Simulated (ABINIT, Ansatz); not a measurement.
# How the form of the self-energy moves the gap of La2O3 (P-3m1)

Aim: compare treatments of exchange, screening and correlation for the gap of La2O3 (P-3m1).

Method: PBE and many-body steps on it, plane waves, in ABINIT 10.8.3.

## (1) Starting point

Symmetry: P-3m1, No. 164, trigonal system. The conventional cell has a = 3.931 Å, b = 3.931 Å, c = 6.112 Å, α = 90.00°, β = 90.00°, γ = 120.00°. Nearest to La lie 7 O at 2.36 to 2.72 Å. Nearest to O lie 4 La at 2.36 to 2.44 Å. Nearest to O lie 6 La at 2.72 Å. Farther neighbours and most contacts between anions are not listed.

The cell and positions are those that the Materials Project relaxed with its own functionals (PBE, PBE+U or r2SCAN), kept fixed. Spin-orbit coupling is left out unless a step names it.

## (2) Empty states on the mesh, 3×3×2 mesh, 471 bands

This step: ABINIT 10.8.3; DFT, PBE, plane waves, norm-conserving pseudopotentials.

The sums over transitions need many empty states on a uniform mesh; this step solves for them.

File run.abi:

```
acell 3*1.0 Angstrom
rprim 
  3.930777878010 -0.000000000002 0.000000000000
  -1.965388939003 3.404153498992 0.000000000000
  0.000000000000 0.000000000000 6.111953520000
ntypat 2
znucl 57 8
natom 5
typat 1 1 2 2 2
xred 
  0.666666666667 0.333333333333 0.753764320000
  0.333333333333 0.666666666667 0.246235680000
  0.666666666667 0.333333333333 0.354109350000
  0.333333333333 0.666666666667 0.645890650000
  -0.000000000000 -0.000000000000 0.000000000000
pp_dirpath "pseudos"
pseudos "La.upf, O.upf"
ecut 50
ngkpt 3 3 2
nshiftk 1
shiftk 0 0 0
kptopt 1
chksymbreak 0
iscf -2
irdden 1
istwfk *1
nband 471
nbdbuf 42
tolwfr 1e-09
nstep 60
prtvol 0
indata_prefix "in"
outdata_prefix "out"
tmpdata_prefix "tmp"
```

Launch:

```console
> OMP_NUM_THREADS=1 mpirun -n 6 abinit run.abi > log
```

Numbers of over 12 decimals in the logs are rounded to 6 here.

The program printed:

```text
.Version 10.8.3 of ABINIT. v10.8.2 released Aug 2026.

 Symmetries : space group P-3 m 1 (#164); Bravais hP (primitive hexag.)
[... echo of the input left out ...]
== DATASET  1 ==================================================================
-   mpi_nproc: 6, omp_nthreads: 1 (-1 if OMP is not activated)

--- !DatasetInfo
iteration_state: {dtset: 1, }
dimensions: {natom: 5, nkpt: 6, mband: 471, nsppol: 1, nspinor: 1, nspden: 1, mpw: 9367, }
cutoff_energies: {ecut:  50.0, pawecutdg:  -1.0, }
[...]
6.13694    6.16686    6.16686    6.18255    6.18255    6.19925    6.22132    6.22603
   6.22604    6.24099    6.25413    6.25414    6.26841    6.26867    6.26901    6.27797
   6.27884    6.30481    6.30567    6.33906    6.34152    6.34284    6.35523
 prteigrs : prtvol=0 or 1, do not print more k-points.

== END DATASET(S) ==============================================================
================================================================================

 -outvars: echo values of variables after computation  --------
            nband         471
             nkpt           6
          spgroup         164
 [... the other variables as echoed above ...]

 Calculation completed.
```

Run time: 4 min. Hardware: 6 MPI ranks of AMD EPYC 9R45, shared host; peak memory 1 GiB.

This step gave:

- gap: 3.940 eV
- k of the valence top: 0.3333, 0, 0.5
- k of the conduction bottom: 0.3333, 0.3333, 0
- least direct gap: 3.982 eV
- k points computed: 6
- lowest point of the top converged band, above the valence top: 154.9610 eV

On this mesh the gap is 3.940 eV.

The density comes from a self-consistent run that is not shown.

## (3) Screening, 3×3×2 mesh, 186 bands, screening to 176.9 eV

The RPA dielectric matrix is built and inverted for each q.

This step: RPA screening on PBE, plane waves, norm-conserving pseudopotentials.

run.abi: that of step 2 with these lines changed.

```diff
@@ -23,10 +23,11 @@
 chksymbreak 0
-iscf -2
-irdden 1
 istwfk *1
-nband 471
-nbdbuf 42
-tolwfr 1e-09
-nstep 60
-prtvol 0
+occopt 1
+irdwfk 1
+optdriver 3
+nband 186
+ecuteps 6.5
+inclvkb 2
+awtr 1
+symchi 1
 indata_prefix "in"
```

Launch:

```console
> OMP_NUM_THREADS=1 mpirun -n 8 abinit run.abi > log
```

The program printed:

```text
.Version 10.8.3 of ABINIT. v10.8.2 released Aug 2026.

 Symmetries : space group P-3 m 1 (#164); Bravais hP (primitive hexag.)
[... echo of the input left out ...]
== DATASET  1 ==================================================================
-   mpi_nproc: 8, omp_nthreads: 1 (-1 if OMP is not activated)

--- !DatasetInfo
iteration_state: {dtset: 1, }
dimensions: {natom: 5, nkpt: 6, mband: 186, nsppol: 1, nspinor: 1, nspden: 1, mpw: 9367, }
cutoff_energies: {ecut:  50.0, pawecutdg:  -1.0, }
electrons: {nelect:   4.00000000E+01, charge:   0.00000000E+00, occopt:   1.00000000E+00, tsmear:   1.00000000E-02, }

 SCREENING: Calculation of the susceptibility and dielectric matrices

 Based on a program developped by R.W. Godby, V. Olevano, G. Onida, and L. Reining.
 Incorporated in ABINIT by V. Olevano, G.-M. Rignanese, and M. Torrent.
.Using double precision arithmetic ; gwpc =  8

[... cell and pseudopotentials left out ...]
--------------------------------------------------------------------------------

 ==== K-mesh for the wavefunctions ====
 Number of points in the irreducible wedge :     6
[... list of points left out ...]
 Together with 12 symmetry operations and time-reversal symmetry
 yields    18 points in the full Brillouin Zone.

 ==== Q-mesh for the screening function ====
 Number of points in the irreducible wedge :     6
[... list of points left out ...]
 Together with 12 symmetry operations and time-reversal symmetry
 yields    18 points in the full Brillouin Zone.

 setmesh: FFT mesh size selected  =    27x   27x   50
          total number of points  =        36450

 vcoul_init : cutoff-mode = AUXILIARY_FUNCTION
 q-points for optical limit:   1
     1)      0.000010    0.000020    0.000030

- screening: taking advantage of time-reversal symmetry
- Maximum band index for partially occupied states nbvw = 20
- Remaining bands to be divided among processors   nbcw = 166
- Number of bands treated by each node ~20

 Number of electrons calculated from density =   40.0000; Expected =   40.0000
 average of density, n =  0.072476
 r_s =    1.4879
 omega_plasma =   25.9689 [eV]

 calculating chi0 at frequencies [eV] :
  1    0.000000E+00    0.000000E+00
  2    0.000000E+00    2.596889E+01

--------------------------------------------------------------------------------
  q-point number  1        q = ( 0.000000, 0.000000, 0.000000) [r.l.u.]
--------------------------------------------------------------------------------
[... chi0 elements left out ...]
 For q-point:  0.000010 0.000020 0.000030
  dielectric constant =   4.5577
  dielectric constant without local fields =   4.9539

  Average fulfillment of the sum rule on Im[epsilon] for q-point    1 :     77.05  [%]
[... wings left out ...]
  q-point number  2        q = ( 0.333333, 0.000000, 0.000000) [r.l.u.]
--------------------------------------------------------------------------------
[... chi0 elements left out ...]
  Average fulfillment of the sum rule on Im[epsilon] for q-point    2 :     81.95  [%]

 [... 4 further q-points ...]
```

Elapsed: 19 s, on 8 MPI ranks; peak memory 2.6 GiB.

Numbers from this step:

```
ε∞ with local fields, on this mesh, along the program's q direction : 4.558
the same without local fields                                       : 4.954
plasma frequency                                                    : 25.97 eV
plane waves in the screening matrix                                 : 439
```

Local fields lower ε∞ by 8 %. On a Γ-centred mesh this coarse the value itself is usually too large, while a short band sum pulls it down.

## (4) G0W0, Godby-Needs plasmon pole

The self-energy is evaluated for the states that the input lists, and the levels follow from it, in one-shot runs by the linearised quasiparticle equation.

This step: G0W0 on PBE, plane waves, norm-conserving pseudopotentials.

run.abi: that of step 3 with these lines changed.

```diff
@@ -26,8 +26,19 @@
 irdwfk 1
-optdriver 3
+optdriver 4
 nband 186
+gwcalctyp 0
+ecutsigx 50
+symsigma 1
+nkptgw 3
+kptgw 
+  0.3333333333 0.0000000000 0.5000000000
+  0.3333333333 0.3333333333 0.0000000000
+  0.0000000000 0.0000000000 0.0000000000
+bdgw 
+  19 22
+  19 23
+  18 23
 ecuteps 6.5
-inclvkb 2
-awtr 1
-symchi 1
+irdscr 1
+ppmodel 1
 indata_prefix "in"
```

The program printed:

```text
.Version 10.8.3 of ABINIT. v10.8.2 released Aug 2026.

 Symmetries : space group P-3 m 1 (#164); Bravais hP (primitive hexag.)
[... echo of the input left out ...]
== DATASET  1 ==================================================================
-   mpi_nproc: 8, omp_nthreads: 1 (-1 if OMP is not activated)

--- !DatasetInfo
iteration_state: {dtset: 1, }
dimensions: {natom: 5, nkpt: 6, mband: 186, nsppol: 1, nspinor: 1, nspden: 1, mpw: 9367, }
cutoff_energies: {ecut:  50.0, pawecutdg:  -1.0, }
electrons: {nelect:   4.00000000E+01, charge:   0.00000000E+00, occopt:   1.00000000E+00, tsmear:   1.00000000E-02, }

 SIGMA: Calculation of the GW corrections

 Based on a program developped by R.W. Godby, V. Olevano, G. Onida, and L. Reining.
 Incorporated in ABINIT by V. Olevano, G.-M. Rignanese, and M. Torrent.
.Using double precision arithmetic ; gwpc =  8

[... cell and pseudopotentials left out ...]
--------------------------------------------------------------------------------

 ==== K-mesh for the wavefunctions ====
 Number of points in the irreducible wedge :     6
[... list of points left out ...]
 Together with 12 symmetry operations and time-reversal symmetry
 yields    18 points in the full Brillouin Zone.

 ==== Q-mesh for screening function ====
 Number of points in the irreducible wedge :     6
[... list of points left out ...]
 Together with 12 symmetry operations and time-reversal symmetry
 yields    18 points in the full Brillouin Zone.

 vcoul_init : cutoff-mode = AUXILIARY_FUNCTION
 q-points for optical limit:   1
     1)      0.000010    0.000020    0.000030
 setmesh: FFT mesh size selected  =    45x   45x   75
          total number of points  =       151875

 Number of electrons calculated from density =   40.0000; Expected =   40.0000
 average of density, n =  0.072476
 r_s =    1.4879
 omega_plasma =   25.9689 [eV]

 === KS Band Gaps ===
  >>>> For spin  1
   Minimum direct gap =   3.9821 [eV], located at k-point      :   0.3333  0.3333  0.0000
   Fundamental gap    =   3.9403 [eV], Top of valence bands at :   0.3333  0.0000  0.5000
                                       Bottom of conduction at :   0.3333  0.3333  0.0000
 SIGMA fundamental parameters:
 PLASMON POLE MODEL  1
 number of plane-waves for SigmaX                 9367
 number of plane-waves for SigmaC and W            439
 number of plane-waves for wavefunctions          9367
 number of bands                                   186
 number of independent spin polarizations            1
 number of spinorial components                      1
 number of k-points in IBZ                           6
 number of q-points in IBZ                           6
 number of symmetry operations                      12
 number of k-points in BZ                           18
 number of q-points in BZ                           18
 number of frequencies for dSigma/dE                 9
 frequency step for dSigma/dE [eV]                0.25
 number of omega for Sigma on real axis              0
 max omega for Sigma on real axis  [eV]           0.00
 zcut for avoiding poles [eV]                     0.10

 EPSILON^-1 parameters (SCR file):
 dimension of the eps^-1 matrix on file            439
 dimension of the eps^-1 matrix used               439
 number of plane-waves for wavefunctions          9367
 number of bands                                   186
 number of q-points in IBZ                           6
 number of frequencies                               2
 number of real frequencies                          1
 number of imag frequencies                          1

 matrix elements of self-energy operator (all in [eV])

 Perturbative Calculation

--- !SelfEnergy_ee
iteration_state: {dtset: 1, }
kpoint     : [   0.333,    0.000,    0.500, ]
spin       : 1
KS_gap     :    4.466
QP_gap     :    6.867
Delta_QP_KS:    2.402
data: !SigmaeeData |
     Band     E0 <VxcDFT>   SigX SigC(E0)      Z dSigC/dE  Sig(E)    E-E0       E
       19   5.682 -18.475 -23.105   4.350   0.770  -0.299 -18.691  -0.215   5.467
       20   5.935 -18.990 -23.520   4.301   0.771  -0.297 -19.166  -0.177   5.758
       21  10.400 -13.777  -5.562  -5.454   0.806  -0.241 -11.552   2.225  12.625
       22  10.762 -13.694  -5.101  -5.674   0.804  -0.244 -11.346   2.348  13.110

--- !SelfEnergy_ee
iteration_state: {dtset: 1, }
kpoint     : [   0.333,    0.333,    0.000, ]
spin       : 1
KS_gap     :    3.982
QP_gap     :    5.144
Delta_QP_KS:    1.162
data: !SigmaeeData |
     Band     E0 <VxcDFT>   SigX SigC(E0)      Z dSigC/dE  Sig(E)    E-E0       E
       19   5.221 -17.724 -22.695   4.471   0.768  -0.301 -18.108  -0.383   4.838
       20   5.893 -19.229 -23.698   4.217   0.777  -0.287 -19.424  -0.195   5.698
[...]
--- !SelfEnergy_ee
iteration_state: {dtset: 1, }
kpoint     : [   0.000,    0.000,    0.000, ]
spin       : 1
KS_gap     :    4.412
QP_gap     :    6.510
Delta_QP_KS:    2.097
data: !SigmaeeData |
     Band     E0 <VxcDFT>   SigX SigC(E0)      Z dSigC/dE  Sig(E)    E-E0       E
[...]
21  10.301 -11.820  -3.888  -5.531   0.817  -0.225  -9.859   1.960  12.262
       22  10.583 -12.686  -4.857  -5.539   0.813  -0.230 -10.825   1.862  12.444
       23  10.583 -12.686  -4.857  -5.539   0.813  -0.230 -10.825   1.862  12.444

== END DATASET(S) ==============================================================
================================================================================

 -outvars: echo values of variables after computation  --------
           etotal      0.0000000000E+00
            nband         186
             nkpt           6
          spgroup         164
 [... the other variables as echoed above ...]

 Calculation completed.
```

Elapsed: 18 s, on 8 MPI ranks; peak memory 2.3 GiB; 2.4 min of CPU time.

This step gave:

```
G0W0 gap on the points computed              : 5.084 eV
starting gap on the mesh                     : 3.940 eV
k of the valence top                         : 0.3333, 0, 0.5
k of the conduction bottom                   : 0.3333, 0.3333, 0
Z at the valence top                         : 0.771
Z at the conduction bottom                   : 0.827
least direct G0W0 gap on the computed points : 5.144 eV
```

The gap on the mesh goes from 3.94 eV to 5.08 eV, a correction of +1.14 eV.

## (5) G0W0, Hybertsen-Louie plasmon pole

run.abi: that of step 4 with these lines changed.

```diff
@@ -42,3 +42,3 @@
 irdscr 1
-ppmodel 1
+ppmodel 2
 indata_prefix "in"
```

The program printed:

```text
.Version 10.8.3 of ABINIT. v10.8.2 released Aug 2026.

 Symmetries : space group P-3 m 1 (#164); Bravais hP (primitive hexag.)
[... echo of the input left out ...]
== DATASET  1 ==================================================================
-   mpi_nproc: 8, omp_nthreads: 1 (-1 if OMP is not activated)

--- !DatasetInfo
iteration_state: {dtset: 1, }
dimensions: {natom: 5, nkpt: 6, mband: 186, nsppol: 1, nspinor: 1, nspden: 1, mpw: 9367, }
cutoff_energies: {ecut:  50.0, pawecutdg:  -1.0, }
electrons: {nelect:   4.00000000E+01, charge:   0.00000000E+00, occopt:   1.00000000E+00, tsmear:   1.00000000E-02, }

 SIGMA: Calculation of the GW corrections

 Based on a program developped by R.W. Godby, V. Olevano, G. Onida, and L. Reining.
 Incorporated in ABINIT by V. Olevano, G.-M. Rignanese, and M. Torrent.
.Using double precision arithmetic ; gwpc =  8

[... cell and pseudopotentials left out ...]
--------------------------------------------------------------------------------

 ==== K-mesh for the wavefunctions ====
 Number of points in the irreducible wedge :     6
[... list of points left out ...]
 Together with 12 symmetry operations and time-reversal symmetry
 yields    18 points in the full Brillouin Zone.

 ==== Q-mesh for screening function ====
 Number of points in the irreducible wedge :     6
[... list of points left out ...]
 Together with 12 symmetry operations and time-reversal symmetry
 yields    18 points in the full Brillouin Zone.

 vcoul_init : cutoff-mode = AUXILIARY_FUNCTION
 q-points for optical limit:   1
     1)      0.000010    0.000020    0.000030
 setmesh: FFT mesh size selected  =    45x   45x   75
          total number of points  =       151875

 Number of electrons calculated from density =   40.0000; Expected =   40.0000
[...]
number of plane-waves for wavefunctions          9367
 number of bands                                   186
 number of q-points in IBZ                           6
 number of frequencies                               2
 number of real frequencies                          1
 number of imag frequencies                          1

 matrix elements of self-energy operator (all in [eV])

 Perturbative Calculation

--- !SelfEnergy_ee
iteration_state: {dtset: 1, }
kpoint     : [   0.333,    0.000,    0.500, ]
spin       : 1
KS_gap     :    4.466
QP_gap     :    7.184
Delta_QP_KS:    2.719
data: !SigmaeeData |
     Band     E0 <VxcDFT>   SigX SigC(E0)      Z dSigC/dE  Sig(E)    E-E0       E
       19   5.682 -18.475 -23.105   3.752   0.829  -0.206 -19.203  -0.728   4.954
       20   5.935 -18.990 -23.520   3.734   0.830  -0.205 -19.651  -0.661   5.274
       21  10.400 -13.777  -5.562  -5.775   0.843  -0.186 -11.719   2.057  12.458
[...]
--- !SelfEnergy_ee
iteration_state: {dtset: 1, }
kpoint     : [   0.333,    0.333,    0.000, ]
spin       : 1
KS_gap     :    3.982
QP_gap     :    5.380
Delta_QP_KS:    1.398
data: !SigmaeeData |
     Band     E0 <VxcDFT>   SigX SigC(E0)      Z dSigC/dE  Sig(E)    E-E0       E
[...]
--- !SelfEnergy_ee
iteration_state: {dtset: 1, }
kpoint     : [   0.000,    0.000,    0.000, ]
spin       : 1
KS_gap     :    4.412
QP_gap     :    6.790
Delta_QP_KS:    2.377
data: !SigmaeeData |
     Band     E0 <VxcDFT>   SigX SigC(E0)      Z dSigC/dE  Sig(E)    E-E0       E
[...]
22  10.583 -12.686  -4.857  -5.813   0.848  -0.179 -10.976   1.711  12.293
       23  10.583 -12.686  -4.857  -5.813   0.848  -0.179 -10.976   1.711  12.293

== END DATASET(S) ==============================================================
================================================================================

 -outvars: echo values of variables after computation  --------
           etotal      0.0000000000E+00
            nband         186
             nkpt           6
          spgroup         164
 [... the other variables as echoed above ...]

 Calculation completed.
```

Elapsed: 18 s, on 8 MPI ranks; peak memory 2.2 GiB.

Numbers from this step:

```
G0W0 gap on the points computed              : 5.38 eV
starting gap on the mesh                     : 3.940 eV
k of the valence top                         : 0.3333, 0.3333, 0
k of the conduction bottom                   : 0.3333, 0.3333, 0
Z at the valence top                         : 0.831
Z at the conduction bottom                   : 0.859
least direct G0W0 gap on the computed points : 5.38 eV
```

Against G0W0 in ABINIT (3×3×2 mesh, 186 bands, screening to 176.9 eV, Godby-Needs plasmon pole), the gap moves by +0.296 eV.

## (6) G0W0, von der Linden-Horsch plasmon pole

run.abi: that of step 5 with these lines changed.

```diff
@@ -42,3 +42,3 @@
 irdscr 1
-ppmodel 2
+ppmodel 3
 indata_prefix "in"
```

The program printed:

```text
.Version 10.8.3 of ABINIT. v10.8.2 released Aug 2026.

 Symmetries : space group P-3 m 1 (#164); Bravais hP (primitive hexag.)
[... echo of the input left out ...]
== DATASET  1 ==================================================================
-   mpi_nproc: 8, omp_nthreads: 1 (-1 if OMP is not activated)

--- !DatasetInfo
iteration_state: {dtset: 1, }
dimensions: {natom: 5, nkpt: 6, mband: 186, nsppol: 1, nspinor: 1, nspden: 1, mpw: 9367, }
cutoff_energies: {ecut:  50.0, pawecutdg:  -1.0, }
[...]
Band     E0 <VxcDFT>   SigX SigC(E0)      Z dSigC/dE  Sig(E)    E-E0       E
[...]
22  10.583 -12.686  -4.857  -5.811   0.861  -0.161 -10.947   1.739  12.322
       23  10.583 -12.686  -4.857  -5.811   0.861  -0.161 -10.947   1.739  12.322

== END DATASET(S) ==============================================================
================================================================================

 -outvars: echo values of variables after computation  --------
           etotal      0.0000000000E+00
            nband         186
             nkpt           6
          spgroup         164
 [... the other variables as echoed above ...]

 Calculation completed.
```

Wall time 7.8 s (8 MPI ranks); peak memory 2.1 GiB.

This step gave:

```yaml
g0w0_gap_on_the_points_computed: 5.137 eV
starting_gap_on_the_mesh: 3.940 eV
k_of_the_valence_top: 0.3333, 0, 0.5
k_of_the_conduction_bottom: 0.3333, 0.3333, 0
least_direct_g0w0_gap_on_the_computed_points: 5.171 eV
```

Against G0W0 in ABINIT (3×3×2 mesh, 186 bands, screening to 176.9 eV, Godby-Needs plasmon pole), the gap moves by +0.053 eV.

[end of part 1 of 2]

[Paths, hosts, dates, memory and timing lines, banners, echoed tables and standing remarks are left out of the program output.]

[Logs are printed without paths, hosts, clocks, repeated set-up lines and the standing remarks that a program may print on its own settings, such as how far it seeks lower states.]

[Runs of the session that timed out or met a known fault of the program may be left out.]

[Hosts, paths, dates, database ids (printed as entryN), source tags and the programs' standing remarks are cut or masked in the printed files.]

[G0W0 gaps are taken among the corrected bands and points alone; a level outside them can change the order at an edge.]

[Where Ansatz stands beside ABINIT at settings called matched, ABINIT's density can come from a denser mesh and the files from another edition; pairs whose starting gaps differed by over 0.03 eV were left out, so agreement reads better than it is.]
